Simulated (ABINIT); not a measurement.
# Dielectric function and optical constants of MgS (Niningerite)

Wanted: where MgS (Niningerite) starts to absorb, how strongly, and its refractive index.

Calculated with ABINIT 10.8.3; DFT, PBE, plane waves with norm-conserving potentials (PseudoDojo 0.4.1), scalar-relativistic, independent-particle linear optical response without local fields.

## Step 1: Set-up

It takes space group Fm-3m (No. 225, cubic). The conventional cell has a = 5.203 Å, b = 5.203 Å, c = 5.203 Å, α = 90.00°, β = 90.00°, γ = 90.00°. S has 6 Mg at 2.60 Å nearest. Nearest to Mg lie 6 S at 2.60 Å. Farther neighbours and most contacts between anions are not listed.

## Step 2: Ground state, bands and velocity matrix elements

The self-consistent density comes first; it also tells whether there is a gap, which decides the occupations and the need for a Drude term.

This step: DFT, PBE, plane waves with norm-conserving potentials (PseudoDojo 0.4.1), scalar-relativistic, ground state, bands at fixed density and velocity matrix elements (ABINIT 10.8.3).

run.abi reads:

```
# ground state, bands on a dense mesh, and the derivatives d/dk of the wave functions
ndtset 3

ngkpt1 7 7 7
shiftk1 0.0 0.0 0.0
tolvrs1 1.0d-12
nband1 12
prtden1 1

iscf2 -2
getden2 1
ngkpt2 11 11 11
shiftk2 0.0 0.0 0.0
kptopt2 1
nband2 24
nbdbuf2 4
tolwfr2 1.0d-14

optdriver3 8
wfk_task3 "wfk_ddk"
prtevk3 1
getwfk3 2
getden3 1
iscf3 -2
ngkpt3 11 11 11
shiftk3 0.0 0.0 0.0
kptopt3 1
nband3 24

nshiftk 1
occopt 3
tsmear 0.001837
ecut 45.0
nstep 80
iomode 3
chksymbreak 0
chkprim 0
chksymtnons 0
acell 3*1.0 Angstrom
rprim
  0.000000000000 2.601650000000 2.601650000000
  2.601650000000 0.000000000000 2.601650000000
  2.601650000000 2.601650000000 0.000000000000
natom 2
ntypat 2
znucl 16 12
typat 1 2
xred
  0.500000000000 0.500000000000 0.500000000000
  0.000000000000 0.000000000000 0.000000000000
pseudos "S.upf, Mg.upf"
```

The run is started by

```
$ mpirun -n 4 abinit run.abi
```

Numbers of over 12 decimals in the logs are rounded to 6 here.

The log of the run:

```text
DATASET    1 : space group Fm -3 m (#225); Bravais cF (face-center cubic)
 DATASET    2 : space group Fm -3 m (#225); Bravais cF (face-center cubic)
 DATASET    3 : space group Fm -3 m (#225); Bravais cF (face-center cubic)
            ngfft          45      45      45
                         0.06997    0.06997    0.06997    0.03499    0.01749    0.06997
                         0.06997    0.03499    0.01749    0.03499    0.06997    0.13994
                         0.00451    0.01803    0.01803    0.01803    0.01803    0.01803
                         0.01803    0.01803    0.01803    0.00902    0.00451    0.01803
                         0.01803    0.01803    0.01803    0.01803    0.01803    0.00902
                         0.00451    0.01803    0.01803    0.01803    0.01803    0.00902
                         0.00451    0.01803    0.01803    0.00902    0.00451    0.00902
                         0.01803    0.03606    0.03606    0.03606    0.01803    0.03606
                         0.03606    0.03606    0.03606    0.01803    0.01803    0.03606
                         0.00451    0.01803    0.01803    0.01803    0.01803    0.01803
                         0.01803    0.01803    0.01803    0.00902    0.00451    0.01803
                         0.01803    0.01803    0.01803    0.01803    0.01803    0.00902
                         0.00451    0.01803    0.01803    0.01803    0.01803    0.00902
                         0.00451    0.01803    0.01803    0.00902    0.00451    0.00902
                         0.01803    0.03606    0.03606    0.03606    0.01803    0.03606
                         0.03606    0.03606    0.03606    0.01803    0.01803    0.03606
== DATASET  1 ==================================================================
 Real(R)+Recip(G) space primitive vectors, cartesian coordinates (Bohr,Bohr^-1):
 R(1)=  0.0000000  4.9164060  4.9164060  G(1)= -0.1017003  0.1017003  0.1017003
 R(2)=  4.9164060  0.0000000  4.9164060  G(2)=  0.1017003 -0.1017003  0.1017003
 R(3)=  4.9164060  4.9164060  0.0000000  G(3)=  0.1017003  0.1017003 -0.1017003
 Unit cell volume ucvol=  2.3766937E+02 bohr^3
 Angles (23,13,12)=  6.00000000E+01  6.00000000E+01  6.00000000E+01 degrees
 getcut: wavevector=  0.0000  0.0000  0.0000  ngfft=  45  45  45
     iter   Etot(hartree)      deltaE(h)  residm     vres2
 ETOT  1  -70.497397273776    -7.050E+01 7.393E-02 2.065E+02
 ETOT  2  -70.537087494191    -3.969E-02 3.456E-03 1.576E+01
 ETOT  3  -70.538459366455    -1.372E-03 6.490E-04 2.728E-01
 ETOT  4  -70.538466897278    -7.531E-06 1.281E-03 8.095E-03
 ETOT  5  -70.538467151123    -2.538E-07 5.866E-05 1.287E-04
 ETOT  6  -70.538467159273    -8.150E-09 4.499E-05 1.912E-06
 ETOT  7  -70.538467159353    -8.029E-11 2.520E-05 8.724E-08
 ETOT  8  -70.538467159368    -1.502E-11 9.619E-06 2.623E-09
 ETOT  9  -70.538467159370    -1.776E-12 1.112E-05 6.726E-12
 ETOT 10  -70.538467159373    -3.823E-12 4.293E-06 4.821E-14
 At SCF step   10       vres2   =  4.82E-14 < tolvrs=  1.00E-12 =>converged.
 Cartesian components of stress tensor (hartree/bohr^3)
  sigma(1 1)= -4.16086892E-05  sigma(3 2)=  0.00000000E+00
  sigma(2 2)= -4.16086892E-05  sigma(3 1)=  0.00000000E+00
  sigma(3 3)= -4.16086892E-05  sigma(2 1)=  0.00000000E+00
 Mean square residual over all n,k,spin=   19.543E-09; max=  42.927E-07
 Fermi (or HOMO) energy (hartree) =   0.20674   Average Vxc (hartree)=  -0.36422
 Eigenvalues (hartree) for nkpt=  20  k points:
 kpt#   1, nband= 12, wtk=  0.00292, kpt=  0.0000  0.0000  0.0000 (reduced coord)
  -2.59075   -1.36898   -1.36898   -1.36898   -0.30820    0.15719    0.15719    0.15719
   0.29361    0.44944    0.44944    0.44944
   2.00000    2.00000    2.00000    2.00000    2.00000    2.00000    2.00000    2.00000
   0.00000    0.00000    0.00000    0.00000
kinetic             :  3.78824758187639E+01
hartree             :  2.22114213542732E+01
xc                  : -1.11743481032417E+01
Ewald energy        : -3.83567382364803E+01
psp_core            :  1.22840556980661E+00
local_psp           : -6.57857045650546E+01
non_local_psp       : -1.65439789974405E+01
internal            : -7.05384671593735E+01
'-kT*entropy'       : -7.07093703662150E-16
total_energy        : -7.05384671593735E+01
total_energy_eV     : -1.91944947507316E+03
 Cartesian components of stress tensor (hartree/bohr^3)
  sigma(1 1)= -4.16086892E-05  sigma(3 2)=  0.00000000E+00
  sigma(2 2)= -4.16086892E-05  sigma(3 1)=  0.00000000E+00
  sigma(3 3)= -4.16086892E-05  sigma(2 1)=  0.00000000E+00
-Cartesian components of stress tensor (GPa)         [Pressure=  1.2242E+00 GPa]
== DATASET  2 ==================================================================
 Real(R)+Recip(G) space primitive vectors, cartesian coordinates (Bohr,Bohr^-1):
 R(1)=  0.0000000  4.9164060  4.9164060  G(1)= -0.1017003  0.1017003  0.1017003
 R(2)=  4.9164060  0.0000000  4.9164060  G(2)=  0.1017003 -0.1017003  0.1017003
 R(3)=  4.9164060  4.9164060  0.0000000  G(3)=  0.1017003  0.1017003 -0.1017003
 Unit cell volume ucvol=  2.3766937E+02 bohr^3
 Angles (23,13,12)=  6.00000000E+01  6.00000000E+01  6.00000000E+01 degrees
 getcut: wavevector=  0.0000  0.0000  0.0000  ngfft=  45  45  45
 Mean square residual over all n,k,spin=   45.762E-16; max=  99.931E-16
 Eigenvalues (hartree) for nkpt=  56  k points:
 kpt#   1, nband= 24, wtk=  0.00075, kpt=  0.0000  0.0000  0.0000 (reduced coord)
  -2.59075   -1.36898   -1.36898   -1.36898   -0.30820    0.15719    0.15719    0.15719
   0.29361    0.44944    0.44944    0.44944    0.53649    0.53649    0.61832    0.64410
   0.64410    0.64410    0.93452    1.10882    1.10882    1.10882    1.28838    1.29692
== DATASET  3 ==================================================================
            ngfft          45      45      45
[...]
0.03606    0.03606    0.03606    0.01803    0.01803    0.03606
                         0.00451    0.01803    0.01803    0.01803    0.01803    0.01803
                         0.01803    0.01803    0.01803    0.00902    0.00451    0.01803
                         0.01803    0.01803    0.01803    0.01803    0.01803    0.00902
                         0.00451    0.01803    0.01803    0.01803    0.01803    0.00902
                         0.00451    0.01803    0.01803    0.00902    0.00451    0.00902
                         0.01803    0.03606    0.03606    0.03606    0.01803    0.03606
                         0.03606    0.03606    0.03606    0.01803    0.01803    0.03606
[shortened to cell, iterations, levels, energies and stress; the echo of variables, forces, comments, warnings and credits are left out]
```

Wall time 33 s (4 MPI ranks of Arm Neoverse V2, shared host); peak memory 0.11 GiB; 2.2 min of CPU time.

Numbers from this step:

* total energy: -70.54 Ha
* gap on the k-mesh: 2.872 eV
* direct gap on the mesh: 3.712 eV

There is a gap, 2.87 eV on this mesh (points off the mesh can give less), so no carriers' term is needed.

## Step 3: Optical response

The spectrum is a sum over vertical transitions between filled and empty bands at the fixed density, so many empty bands are needed.

This step: DFT, PBE, plane waves with norm-conserving potentials (PseudoDojo 0.4.1), scalar-relativistic, independent-particle linear optical response without local fields (ABINIT 10.8.3).

optic.abi reads:

```
&FILES
 ddkfile_1 = 'runo_DS3_1_EVK.nc',
 ddkfile_2 = 'runo_DS3_2_EVK.nc',
 ddkfile_3 = 'runo_DS3_3_EVK.nc',
 wfkfile = 'runo_DS2_WFK.nc'
/
&PARAMETERS
 broadening = 0.001470,
 domega = 0.0014700,
 maxomega = 0.58799,
 scissor = 0.0,
 tolerance = 0.002,
 nband_sum = 20
/
&COMPUTATIONS
 num_lin_comp = 1,
 lin_comp = 11,
 num_nonlin_comp = 0,
 num_linel_comp = 0,
 num_nonlin2_comp = 0
/
```

The run is started by

```
$ optic optic.abi
```

The log of the run:

```text

 OPTIC has originally been developed by
 S. Sharma, J. K. Dewhurst and C. Ambrosch-Draxl, Phys. Rev. B 67, 165332 (2003), and
 S. Sharma and C. Ambrosch-Draxl, Physica Scripta T 109 (2004).

 rprimd(bohr)      =   0.00000   4.91641   4.91641
                       4.91641   0.00000   4.91641
                       4.91641   4.91641   0.00000
 natom             =       2
 nkpt,mband        =      56      24
 ecut              =  45.00000 Ha
 newocc: new Fermi energy is       0.222808 , with nelect=     16.000000, Number of bisection calls: 5
 Fermi level: 6.0629  (eV)

 fermie            =   0.22281 Ha   6.06291 eV
 Scissor shift     =   0.00000 Ha
 Tolerance on closeness to singularities     =   0.00200 Ha
 Smearing factor      =   0.00147 Ha
 Will use the antiresonant approximation (meaning that the antiresonant terms are neglected)
 Will not perform the bands decomposition
 linear coeffs to be calculated :
 11
 non-linear coeffs to be calculated :

 electronic part of electro-optic coeffs to be calculated :

 non-linear coeffs (V2) to be calculated :

 linear optic matrix elements will be printed :0
 optic : Call pmat2cart
 No scissor shift to be applied. Returning to main optic routine.
 optic : Call linopt
  linopt            1           1
 calculated the component:           1           1   of dielectric function
  with broadening:         (0.000000,1.46999999999999995E-003)
 and scissors shift:   0.000000
 energy window:   100.670273      eV   3.699564      Ha
 optic : Call nlinopt
 optic : Call linelop
 optic : Call nonlinopt

================================================================================

 Calculation completed.
-
program: optic
version: 10.8.3
start_datetime:
end_datetime:
overall_cpu_time:           0.1
overall_wall_time:           0.1
mpi_procs: 1
omp_threads: 1
...
```

It took 0.58 s on 1 thread; peak memory 0.05 GiB.

This step gave:

- electronic dielectric constant ε∞, mean over x, y and z (by symmetry where fewer were run): 5.880

The Im ε, E ∥ x has structure finer than the step of the table below, so its rows give means over 0.5 eV, whole bins alone (the curve runs from 0.0400 to 15.9 eV). Peaks (eV: height): 5.52: 16.6, 5.72: 16.6, 5.84: 16.5, 6.08: 20.7, 6.24: 17.0, 6.40: 18.6, 6.84: 12.0.

Sum at mesh points, not converged in k; values under the direct gap are tails of Lorentzian lines. The Im ε, E ∥ x by photon energy; means over each step:

```
photon energy (eV)  Im ε, E ∥ x
               0.5      0.00473
               1.0      0.00989
               1.5       0.0160
               2.0       0.0240
               2.5       0.0355
               3.0       0.0553
               3.5        0.226
               4.0        0.475
               4.5         1.97
               5.0         5.79
               5.5         12.0
               6.0         15.9
               6.5         11.5
               7.0         9.26
               7.5         10.1
               8.0         8.47
               8.5         7.46
               9.0         4.44
               9.5         3.32
              10.0         2.90
              10.5         2.65
              11.0         1.75
              11.5         1.84
              12.0         1.06
              12.5        0.996
              13.0        0.723
              13.5        0.677
              14.0        0.488
              14.5        0.373
              15.0        0.315
              15.5        0.436
```

The reflectivity at normal incidence, E ∥ x has structure finer than the step of the table below, so its rows give means over 0.5 eV, whole bins alone (the curve runs from 0.0400 to 15.9 eV). Peaks (eV: height): 9.12: 72.9, 11.08: 70.7, 12.92: 69.5, 13.48: 71.1, 14.04: 69.7, 14.36: 71.3, 14.72: 71.9.

Sum at mesh points, not converged in k. The reflectivity at normal incidence, E ∥ x by photon energy; means over each step:

```
photon energy (eV)  reflectivity at normal incidence, E ∥ x (%)
               0.5                                         17.4
               1.0                                         17.7
               1.5                                         18.1
               2.0                                         18.8
               2.5                                         19.8
               3.0                                         21.2
               3.5                                         23.4
               4.0                                         26.5
               4.5                                         29.8
               5.0                                         35.9
               5.5                                         41.3
               6.0                                         45.8
               6.5                                         47.3
               7.0                                         39.9
               7.5                                         42.4
               8.0                                         47.2
               8.5                                         50.4
               9.0                                         62.1
               9.5                                         53.0
              10.0                                         51.9
              10.5                                         49.9
              11.0                                         61.4
              11.5                                         51.4
              12.0                                         63.3
              12.5                                         56.8
              13.0                                         60.4
              13.5                                         59.4
              14.0                                         62.3
              14.5                                         64.1
              15.0                                         55.5
              15.5                                         47.7
```

The loss function −Im 1/ε at q → 0, E ∥ x has structure finer than the step of the table below, so its rows give means over 0.5 eV, whole bins alone (the curve runs from 0.0400 to 15.9 eV). Peaks (eV: height): 13.04: 0.467, 14.44: 0.766, 15.00: 1.44, 15.16: 1.65, 15.28: 1.60, 15.68: 1.45, 15.84: 1.21.

Sum at mesh points, not converged in k; values under the direct gap are tails of Lorentzian lines. Table of loss function −Im 1/ε at q → 0, E ∥ x by energy loss; means over each step:

```
energy loss (eV)  loss function −Im 1/ε at q → 0, E ∥ x
             0.5                                 1.4e-4
             1.0                                 2.7e-4
             1.5                                 4.2e-4
             2.0                                 5.8e-4
             2.5                                 7.7e-4
             3.0                                0.00102
             3.5                                0.00313
             4.0                                0.00450
             4.5                                 0.0147
             5.0                                 0.0249
             5.5                                 0.0373
             6.0                                 0.0536
             6.5                                 0.0924
             7.0                                  0.107
             7.5                                 0.0979
             8.0                                  0.109
             8.5                                  0.109
             9.0                                  0.101
             9.5                                  0.164
            10.0                                  0.184
            10.5                                  0.209
            11.0                                  0.174
            11.5                                  0.254
            12.0                                  0.213
            12.5                                  0.309
            13.0                                  0.337
            13.5                                  0.378
            14.0                                  0.424
            14.5                                  0.504
            15.0                                   1.06
            15.5                                   1.09
```

From ε follow the optical constants at some laser and lamp lines:

```
wavelength (nm)     n      k  R (%)     1/α
           1064  2.46  0.002   17.8   35 µm
            800  2.49  0.003   18.2   19 µm
            532  2.57  0.006   19.4  7.1 µm
            405  2.72  0.011   21.4  3.0 µm
            365  2.83  0.016   22.8  1.9 µm
            308  3.12  0.039   26.5  623 nm
            193  2.77  3.341   56.6  4.6 nm
```

Below the direct gap, k and the depth come from the tails of the Lorentzian lines, not from transitions.

Rows near the edge hang on the gap, which this functional as a rule makes too small, and phonon-assisted absorption is left out.

## Step 4: Results

```
electronic dielectric constant ε∞, mean over x, y and z (by symmetry where fewer were run) (independent particles) : 5.88
```

At this level (PBE, independent particles) MgS has ε∞ = 5.88 and n = 2.44 at 1550 nm. On the mesh the gap is 2.87 eV and the least direct gap 3.71 eV, so on this mesh the band edges lie at different points. Excitons and phonon-assisted transitions are missing, and so are local fields; PBE gaps are as a rule too small, which pulls the onset down and ε∞ up. The sum runs over mesh points 0.19 Å⁻¹ apart with no interpolation, so peaks are partly noise of the mesh and static values carry its error.

[Logs are printed without paths, hosts, clocks, repeated set-up lines and the standing remarks that a program may print on its own settings, such as how far it seeks lower states.]

[Hosts, paths, dates, database ids (printed as entryN), source tags and the programs' standing remarks are cut or masked in the printed files.]
